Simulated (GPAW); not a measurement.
Entries from a set of simulations; values are calculated unless marked as measured.

### CsGeCl3 (R3m): G0W0 with GPAW, start to end

Symmetry: R3m, No. 160, trigonal system. Conventional cell: a = 7.694 Å, b = 7.694 Å, c = 9.535 Å, α = 90.00°, β = 90.00°, γ = 120.00°. Nearest to Cs lie 12 Cl at 3.86 to 3.90 Å. Nearest to Ge lie 3 Cl at 2.37 Å. Nearest to Cl lie 2 Ge at 2.37 to 3.10 Å and 4 Cs at 3.86 to 3.90 Å. Farther neighbours, and contacts between anions beyond the nearest, are not listed.

```
Cs Ge Cl
1.0
     3.84682    2.22096    3.17830
    -3.84682    2.22096    3.17830
     0.00000   -4.44192    3.17830
Cs Ge Cl
1 1 3
Cartesian
  0.0000 0.0000 9.5197
  0.0000 0.0000 4.9156
  0.0000 -2.0074 6.1725
  -1.7385 1.0037 6.1725
  1.7385 1.0037 6.1725
```

```
method               : DFT, LDA, plane waves, PAW (and 1 further level or step)
program              : GPAW 26.7.0
settings             : cutoff 450 eV, GPAW PAW setups 1.2.1 data release, 4×4×4 k-mesh, nbands 203
cost                 : 4 runs, 6 min in all on 4 MPI ranks of Arm Neoverse V1, shared host
notes                : The cell and positions are those that the Materials Project relaxed with its own functionals (PBE, PBE+U or r2SCAN), kept fixed. Limits: no spin-orbit coupling.
LDA gap              : 1.94 eV, indirect (only 2 meV under the direct gap)
G0W0 gap on the mesh : 3.27 eV
GW settings          : 4×4×4 mesh, 193 bands, screening to 65 eV, Godby-Needs plasmon pole
known limits         : short of the basis limit; no spin-orbit coupling
```

G0W0 moves the gap on the mesh from 1.95 eV to 3.27 eV (+1.32 eV), with Z of 0.80 and 0.82 at the edges. Bands and cutoff are finite, so the gap stands short of the basis limit, usually by up to a few tenths of an eV; the mesh is an error of its own.

[Long decimals in the printed logs are rounded to 6 places.]

[Logs are printed without paths, hosts, clocks, repeated set-up lines and the standing remarks that a program may print on its own settings, such as how far it seeks lower states.]

[Paths, hosts, dates, memory and timing lines, banners, echoed tables and standing remarks are left out of the program output; an Ansatz launch command may be rebuilt from the run's recorded settings. Measured values are a selection of at most five: reports struck by readers or far from the other reports are left out. None is set beside runs whose start may be inverted or whose files or cutoffs have a known fault.]

[Runs of the session that timed out or met a known fault of the program may be left out.]

[Hosts, paths, dates, database ids (printed as entryN), source tags and the programs' standing remarks are cut or masked in the printed files.]

[Where the starting crystal was built by hand or by swapping elements, it need not be the compound's stable phase.]
